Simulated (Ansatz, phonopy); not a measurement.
# KBr (Fm-3m): phonons against volume, part 5 of 5

Which modes of KBr drive its thermal expansion?

Measurements to reproduce:
- volume expansion coefficient 116.1 1e-6/K and heat capacity C_P per formula unit 52.3 J/mol/K near room temperature (given in “High-Throughput Prediction of Finite-Temperature Properties using the Quasi-Harmonic Approximation”, 2016, arXiv:1603.06924)
- volume expansion coefficient 117.6 1e-6/K near room temperature (given in “Descriptors for thermal expansion in solids”, 2017, arXiv:1701.03966)

Ansatz 0.2.0; DFT LDA, scalar-relativistic, plane waves, PAW.

So far. Step 15 (Single point at a scaled cell, V/V0 1.05): The run ends at a pressure of -0.87 GPa. Step 16 (Phonons, V/V0 1.05): No mode is imaginary beyond numerical noise at the solved wavevectors. The highest zone-centre mode (no LO–TO term) moved by -11.0 % for a volume change of +5.0 %.

### Step 17. How the modes move with volume

This step: DFT LDA, scalar-relativistic, plane waves, PAW (phonopy 4.10.0).

This step gave:

| Quantity | Value |
| --- | --- |
| share of modes with a negative Grüneisen parameter | 0.108 |

Mean Grüneisen, by row:

| T (K) | heat-capacity-weighted mean | root mean square |
| --- | --- | --- |
| 50 | 1.233 | 1.623 |
| 100 | 1.432 | 1.739 |
| 200 | 1.486 | 1.769 |
| 300 | 1.496 | 1.775 |
| 500 | 1.501 | 1.778 |
| 800 | 1.503 | 1.779 |

The mean mode Grueneisen parameter by wavenumber:

```
wavenumber (cm⁻¹)  mean mode Grueneisen parameter
              2.9                               -
              8.6                          -0.975
             20.0                           0.347
             25.7                          -0.148
             37.2                           -0.16
             42.9                           0.038
             48.6                           0.319
             60.1                           0.618
             65.8                           0.981
             71.5                            1.12
             83.0                            1.49
             88.7                            1.51
            100.1                               -
            105.8                               -
            111.6                            2.22
            123.0                            2.24
            128.7                             2.3
            134.4                            2.32
            145.9                            1.64
            151.6                            1.46
            163.0                            1.33
            168.8                            1.32
```

Volume series, by row:

```csv
V/V0,V (Å³/atom),pressure (GPa),E - E0 (meV/atom),gap (eV),zero-point energy (meV/atom),lowest on the path (cm⁻¹),highest at Gamma without the LO-TO term (cm⁻¹)
0.97,31.36,0.666,1.957,4.413,19.37,0,139.1
0.985,31.85,0.318,0.475,4.366,18.87,0,134.4
1,32.33,0,0,4.321,18.38,0,129.9
1.015,32.82,-0.29,0.447,4.277,17.91,0,125.5
1.03,33.3,-0.556,1.737,4.235,17.44,0,121.3
1.05,33.95,-0.875,4.639,4.181,16.84,0,115.7
```

Table of optical frequency at Gamma without the LO-TO term, mode 4 by V/V0:

```csv
V/V0,"optical frequency at Gamma without the LO-TO term, mode 4 (cm⁻¹)"
0.9700,139
0.9850,134
1.0000,130
1.0150,126
1.0300,121
1.0500,116
```

Grüneisen at points, by row:

```
point  branch  frequency (cm⁻¹)  mode Grüneisen parameter
    Γ       4             129.9                      2.28
    Γ       6             172.1                      1.32
    X       1              39.5                     -1.31
    X       3              69.9                     -0.55
    X       4             134.6                      2.39
    X       6             141.6                       2.4
    U       1              59.1                      0.99
    U       2              64.2                     -0.61
    U       3              72.7                      0.82
    U       4             126.1                      2.37
    U       5             135.8                      2.09
    U       6             139.5                      2.41
    K       1              59.1                      0.99
    K       2              64.2                     -0.61
    K       3              72.7                      0.82
    K       4             126.1                      2.37
    K       5             135.8                      2.09
    K       6             139.5                      2.41
    L       1              79.3                      2.16
    L       3              97.2                      1.43
    L       4             110.3                      2.21
    L       6             154.6                      1.34
    W       1              58.2                     -0.72
    W       3              84.5                      1.89
    W       4             121.3                      1.92
    W       5             138.1                      2.41
```

### Step 18. Quasi-harmonic fit by phonopy

This step gave:

| Quantity | Value |
| --- | --- |
| volume expansion coefficient at 300 K | 115.3 1e-6/K |
| isothermal bulk modulus at 300 K | 16.75 GPa |
| C_P at 300 K | 25.84 J/mol-atom/K |
| Grüneisen parameter at 300 K | 1.587 |

Table of energy (each curve on its own zero) by volume; values in meV/atom:

```csv
volume (Å³/atom),static,F at 0 K,F at 300 K,F at 600 K
31.36,1.96,3.19,6.54,10.9
31.85,0.47,1.21,3.29,6
32.33,0,0.25,1.03,2.03
32.82,0.45,0.22,-0.33,-1.07
33.30,1.74,1.04,-0.86,-3.36
33.95,4.64,3.34,-0.42,-5.29
```

Phonopy-qha, vinet fit of F(V) at each temperature; no electronic free energy. Qha vinet, by row:

```csv
T (K),fitted volume (Å³/atom),alpha_V (1e-6/K),B_T (GPa),C_P (J/mol-atom/K),Grueneisen
75,32.66,67.13,19.35,18.64,1.378
100,32.72,81.13,19.09,21.28,1.455
125,32.79,89.59,18.81,22.74,1.493
150,32.87,95.34,18.53,23.63,1.516
175,32.95,99.71,18.24,24.24,1.533
200,33.03,103.3,17.95,24.69,1.546
225,33.12,106.6,17.65,25.04,1.557
250,33.21,109.5,17.35,25.34,1.567
275,33.3,112.4,17.05,25.6,1.577
300,33.4,115.3,16.75,25.84,1.587
325,33.5,118.1,16.44,26.07,1.596
350,33.6,121,16.13,26.3,1.605
```

The volume expansion coefficient, phonopy-qha, Vinet by temperature:

```csv
temperature (K),"volume expansion coefficient, phonopy-qha, Vinet (1e-6/K)"
75,67.1
100,81.1
125,89.6
150,95.3
175,99.7
200,103
225,107
250,110
275,112
300,115
325,118
350,121
```

The fit gives a volume expansion of 115 × 10⁻⁶/K at 300 K.

### Step 19. Outcome

```yaml
volume_expansion_coefficient_at_300_k: 115.3 1e-6/K
isothermal_bulk_modulus_at_300_k: 16.75 GPa
c_p_at_300_k: 25.84 J/mol-atom/K
grueneisen_parameter_at_300_k: 1.587
mean_mode_grueneisen_parameter_at_300_k: 1.50
```

In words: Near room temperature KBr expands by 115 × 10⁻⁶/K in volume by LDA, with C_P = 25.8 J/(mol K) per mole of atoms and B_T = 16.8 GPa. The table stops at 350 K because beyond it the fitted volume comes within 1 % of the largest computed cell, where the fit loses its support. C_P at room temperature is 104 % of the classical 3R an atom. A measured volume expansion coefficient near room temperature is 116.1 1e-6/K (arXiv:1603.06924); the calculated 115 1e-6/K differs by -1 %. A measured heat capacity per formula unit near room temperature is 52.3 J/mol/K (arXiv:1603.06924); the calculated 51.7 J/mol/K differs by -1 %. The heat-capacity-weighted Grüneisen parameter goes from 1.23 at 50 K to 1.50 at 800 K; 11 % of the modes stiffen on expansion. Weighting γ by the density of states and each mode's heat capacity at 300 K, modes below 60 cm⁻¹ give about 3 % of the sum of γC that drives the expansion, those up to 110 cm⁻¹ 28 % and the rest 69 %. Among the labelled points γ is largest for branch 6 at U (140 cm⁻¹, 2.4) and most negative for branch 1 at X (39.5 cm⁻¹, -1.3). The PAW files were made for PBE and are used here under another functional, for which the program regenerates the frozen cores.

[Logs are printed without paths, hosts, clocks, repeated set-up lines and the standing remarks that a program may print on its own settings, such as how far it seeks lower states.]

[Hosts, paths, dates, database ids (printed as entryN), source tags and the programs' standing remarks are cut or masked in the printed files.]

[A step with changed settings may run another functional than the one named; its input shows which.]

[Of the runs on displaced cells, only some may be shown.]
